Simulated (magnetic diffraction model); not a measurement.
**Moment size from magnetic intensity in Cr5CuTe6Se2**

Space group C2/m (no. 12), a = 19.5770 Å, b = 3.7910 Å, c = 9.1630 Å, β = 105.44°.

| site | atom | x | y | z |
| --- | --- | --- | --- | --- |
| 4i | Te | 0.2384 | 0 | 0.1572 |
| 4i | Te | 0.1718 | 0 | 0.4921 |
| 4i | Te | 0.0881 | 0 | 0.8342 |
| 4i | Se | 0.0746 | 1/2 | 0.1688 |
| 2d | Cu | 0 | 1/2 | 1/2 |
| 4i | Cr | 0.2967 | 0 | 0.6780 |
| 4i | Cr | 0.3381 | 0 | 0.0181 |
| 2a | Cr | 0 | 0 | 0 |

This is a made-up structure (elements placed in a structure type, unrelaxed), so the numbers test the method and describe no known phase.

Only Cr is taken to order (form factors of Cr3+); orders and moment sizes are assumed, and not adapted to the symmetry. Radiation: neutrons of λ = 2.52 Å, 3° to 45°; isotropic B of 0.2 Å² (Te), 0.24 Å² (Se), 0.38 Å² (Cu) and 0.33 Å² (Cr). The intensities are simulated: I ∝ L Σ (|F_N|² + |F_M⊥|²) for unpolarised neutrons, with F_M = 2.695 fm/μB × Σ f(s) S exp(2πi Q·r) exp(−B s²) at Q = H ± k (one set where k and −k are equivalent), only the part normal to Q counting and L = 1/(sin²θ cos θ). For a modulated order the moment at position r is S exp(−2πi k·r) + c.c., with S = m/2 for a sine wave of amplitude m and S = m(u + iv)/2 for moments turning in a plane, u and v being orthogonal unit vectors in it; the phase factor of the sum at Q = H + k is then exp(2πi H·r). Form factors are spin-only for 3d ions and dipole or tabulated for f ions, scattering lengths are Sears's of 1992, and absorption is left out. A label names one of the reflections at its angle. The strongest nuclear line in the range is 100, and lines under 0.2 are left out.

In a first state the assumed order is k = (0 0 1/3), moments turning in the plane of [001] and [010], 2.55 μB on Cr; signs + at (0.2967, 0, 0.6780), − at (0.2033, 1/2, 0.3220), − at (0.3381, 0, 0.0181), + at (0.1619, 1/2, 0.9819), + at (0, 0, 0), with this pattern:

```
2θ (°)       index  nuclear  magnetic
  5.45   (0 0 1/3)      0.0     158.7
 10.91   (0 0 2/3)      0.0     198.5
 14.86  (2 0 -1/3)      0.0      52.8
 15.35     (2 0 0)      2.5       0.0
 16.31  (2 0 -2/3)      0.0      36.0
 16.40     (0 0 1)    100.0       0.0
 17.63   (2 0 1/3)      0.0      37.5
 19.28    (2 0 -1)     96.9       0.0
 21.14   (2 0 2/3)      0.0     253.2
 21.93   (0 0 4/3)      0.0      45.9
 23.22  (2 0 -4/3)      0.0      12.5
 25.40     (2 0 1)     11.4       0.0
 27.51   (0 0 5/3)      0.0      12.3
 27.74  (2 0 -5/3)      0.0      72.9
 29.96  (4 0 -1/3)      0.0       8.7
 29.97  (4 0 -2/3)      0.0      34.1
```
(The table stops after 16 lines; 26 more lie at higher angle.)

**Question.** Nearer the ordering temperature the line at 21.14° has total intensity 183.4 on the same scale, and all moments have shrunk alike. How large is the Cr moment?

The nuclear part, 0.0, stays, so the magnetic part is 183.4 against 253.2. It goes as m², so m = 2.55 × √(183.4/253.2) = 2.17 μB; the value used was 2.17 μB.

[Logs are printed without paths, hosts, clocks, repeated set-up lines and the standing remarks that a program may print on its own settings, such as how far it seeks lower states.]
